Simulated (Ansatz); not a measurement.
# PtC (model cell, started as wurtzite): from the cell to its phonons, part 3 of 3

How does PtC (model cell, started as wurtzite) vibrate, and is this structure a minimum?

Ansatz 0.2.0; DFT LDA, scalar-relativistic, plane waves, PAW.

So far. Step 3 (Relaxing to small forces for the phonons): The largest force component left is 0.51 meV/Å and the pressure is -0.005 GPa, within the tolerances set. The cell now holds 12.48 Å³/atom. Step 4 (Zone-centre response): Before it was imposed, the acoustic sum rule was missed by 3.3e-5 eV/Å². Small misses are needed for a sound result but don't prove that mesh and cutoff are converged. The lowest optical mode is real, 58.5 cm⁻¹. The relaxed cell has a = 3.159, c = 5.778 Å (conventional setting).

The structure was built from a prototype and need not be the compound's stable phase.

**5. Phonons on a q mesh (continued)**

Interpolated from a 2×2×2 q mesh, rough between the solved points. The phonon branches at the labelled points (cm⁻¹):

```tsv
point	branch 1	branch 2	branch 3	branch 4	branch 9	branch 10	branch 11	branch 12
Γ	0	0	0	59	563	563	568	568
halfway	-57	-12	47	66	551	558	598	610
M	-76	-40	65	74	540	547	621	645
halfway	-78	-49	84	85	556	567	613	630
K	-67	-67	91	96	580	589	602	602
halfway	-71	-18	67	68	558	563	603	608
Γ	0	0	0	59	563	563	568	568
halfway	22	22	54	54	569	572	572	590
A	40	40	40	40	575	575	599	599
halfway	58	58	61	61	566	566	607	607
L	51	51	72	72	556	556	629	629
halfway	44	44	84	84	569	569	618	618
H	38	38	92	92	590	590	597	597
halfway	59	59	66	66	572	572	606	606
A	40	40	40	40	575	575	599	599
jump to L	51	51	72	72	556	556	629	629
halfway	-46	38	68	74	547	552	623	640
M	-76	-40	65	74	540	547	621	645
jump to H	38	38	92	92	590	590	597	597
halfway	-40	-40	91	95	584	591	600	600
K	-67	-67	91	96	580	589	602	602
```

Tetrahedra on a 22×22×12 mesh, mean over bins of 10 cm-1. Interpolated from a 2×2×2 q mesh, rough between the solved points. The phonon density of states by wavenumber; read off at these points:

wavenumber (cm⁻¹), phonon density of states (1/cm⁻¹/cell) and a bar:
```
      -85     0.0005 
      -65     0.0114 ####
      -45     0.0110 ####
      -25     0.0093 ###
       -5     0.0075 ##
       15     0.0095 ###
       35     0.0222 #######
       55     0.0607 ####################
       75     0.0611 ####################
       95     0.0143 #####
      115     0.0399 #############
      125     0.0470 ###############
      135     0.0337 ###########
      145     0.0536 #################
      155     0.0000 
      175     0.0000 
      195     0.0000 
      215     0.0000 
      235     0.0000 
      255     0.0000 
      275     0.0000 
      285     0.0000 
      305     0.0000 
      325     0.0000 
      345     0.0000 
      365     0.0000 
      385     0.0000 
      405     0.0000 
      425     0.0000 
      445     0.0032 #
      465     0.0154 #####
      485     0.0118 ####
      505     0.0247 ########
      525     0.0249 ########
      545     0.0228 #######
      565     0.0929 ##############################
      585     0.0174 ######
      605     0.0537 #################
      615     0.0686 ######################
      625     0.0298 ##########
      645     0.0021 #
```

The partial phonon density of states has structure finer than the step of the table below, so its rows give means over 25 cm⁻¹, whole bins alone (the curve runs from -92 to 674 cm⁻¹). Peaks (cm⁻¹: height): C 514.9: 0.0285, 563.1: 0.0811, 611.3: 0.0638; Pt -39.1: 0.0126, 62.1: 0.0597, 119.9: 0.0473.

Phonopy on the run's constants, 21x21x11 mesh, Gaussian sigma 5.5 cm-1. Interpolated from a 2×2×2 q mesh, rough between the solved points. Table of partial phonon density of states by wavenumber; means over each step; values in 1/cm⁻¹/cell:

```tsv
wavenumber (cm⁻¹)	C	Pt
-75	0.00104	0.00854
-50	0.00103	0.0107
-25	6.8e-4	0.00840
0	3.7e-4	0.00504
25	0.00100	0.0150
50	0.00261	0.0459
75	0.00235	0.0517
100	5.8e-4	0.0198
125	4.9e-4	0.0401
150	1.3e-4	0.0242
175	1.6e-7	1.1e-4
200	0	0
225	0	0
250	0	0
275	0	0
300	0	0
325	0	0
350	0	0
375	0	0
400	0	0
425	8.6e-5	1.3e-5
450	0.00816	9.0e-4
475	0.0115	0.00103
500	0.0189	0.00138
525	0.0231	0.00143
550	0.0442	0.00215
575	0.0490	0.00213
600	0.0379	8.2e-4
625	0.0343	4.4e-4
650	0.00267	1.7e-5
```

Symmetry leaves 4 wavevectors to solve. The lowest mode among them, the acoustic zeros apart, lies at q = (0, -0.5, 0) and is imaginary, 76.0i cm⁻¹, so the energy falls along it. Between them the interpolated path dips to 82i cm⁻¹.

**6. Another isotope**

An isotope changes the mass and not the force constants, so no new electronic calculation is needed; the shifts show which modes move this element.

The same force constants with the mass of C changed from 12.011 to 13.003 u (phonopy, no LO-TO term). Both lists are sorted by frequency; levels can cross, so a row need not hold one and the same mode. Modes under 3 cm⁻¹ are left out. Isotope shifts, by row, the first 40 of 45 rows:

```tsv
q	rank	natural mass (cm⁻¹)	changed mass (cm⁻¹)
0 0 0	4	58.61	58.49
0 0 0	5	58.61	58.49
0 0 0	6	146.7	146.6
0 0 0	7	460.3	442.6
0 0 0	8	563.1	542.5
0 0 0	9	563.1	542.5
0 0 0	10	563.4	542.8
0 0 0	11	568	547
0 0 0	12	568	547
0 0 -0.5	1	40.55	40.46
0 0 -0.5	2	40.55	40.46
0 0 -0.5	3	40.55	40.46
0 0 -0.5	4	40.55	40.46
0 0 -0.5	5	121.2	121.1
0 0 -0.5	6	121.2	121.1
0 0 -0.5	7	575.2	554.1
0 0 -0.5	8	575.2	554.1
0 0 -0.5	9	575.2	554.1
0 0 -0.5	10	575.2	554.1
0 0 -0.5	11	599.1	576.3
0 0 -0.5	12	599.1	576.3
0 -0.5 0	1	-76.02	-75.63
0 -0.5 0	2	-40.47	-40.35
0 -0.5 0	3	65.2	65.05
0 -0.5 0	4	74.29	74.16
0 -0.5 0	5	119.2	119.2
0 -0.5 0	6	149.8	149.7
0 -0.5 0	7	443.1	428
0 -0.5 0	8	516.8	498.1
0 -0.5 0	9	539.7	519.8
0 -0.5 0	10	547.4	527
0 -0.5 0	11	621	597
0 -0.5 0	12	645	620
0 -0.5 -0.5	1	50.74	50.61
0 -0.5 -0.5	2	50.74	50.61
0 -0.5 -0.5	3	71.46	71.33
0 -0.5 -0.5	4	71.46	71.33
0 -0.5 -0.5	5	128.3	128.2
0 -0.5 -0.5	6	128.3	128.2
0 -0.5 -0.5	7	512.4	493.7
```

A mode of this element alone would shift by -3.89 %. The highest zone-centre frequency without the field goes from 568.0 to 547.0 cm⁻¹ (-3.7 %). The product of the frequency ratios over all optical modes at Γ is 0.794; the product rule, (m/m′)^(3k/2) (M′/M)^(3/2) with k = 2 such atoms and M the mass of the cell, gives 0.794.

**7. What came out**

* space group after relaxation (within 0.01 Å): P6_3mc
* volume per atom: 12.5 Å³
* electronic character: no gap on this mesh
* highest optical mode at the zone centre (no LO-TO term): 573 cm⁻¹
* lowest optical zone-centre mode: 58.5 cm⁻¹
* lowest mode on the q mesh (acoustic modes at Γ apart): -76.0 cm⁻¹
* highest frequency on the path or at a solved wavevector: 645 cm⁻¹
* imaginary modes on the 2×2×2 q mesh: yes

In words: Modes are clearly imaginary (beyond 10i cm⁻¹) at 1 of the 4 irreducible wavevectors, most at q = (0, -0.5, 0) (76.0i cm⁻¹), so this structure is not a minimum of the energy. The optical modes at Γ span 59 to 573 cm⁻¹. The highest mode in this list at Γ, 573.2 cm⁻¹, is mostly motion of C (94 % of the kinetic energy). The q mesh stands for a supercell only 6.3 Å across, so branches between the solved wavevectors are rough. With no gap, or one that is small against the smearing, the frequencies hang on the k mesh and the smearing, most of all near Kohn anomalies. Spin-orbit coupling is left out, which can matter for the heavy elements here. A phonon run warned that its eigensolver left some bands unconverged in a pass. The starting cell was built on a prototype and not taken from a measurement, so the phase need not exist. These are harmonic frequencies at zero temperature: anharmonic shifts, linewidths and thermal expansion are left out.

[Logs are printed without paths, hosts, clocks, repeated set-up lines and the standing remarks that a program may print on its own settings, such as how far it seeks lower states.]

[Hosts, paths, dates, database ids (printed as entryN), source tags and the programs' standing remarks are cut or masked in the printed files.]
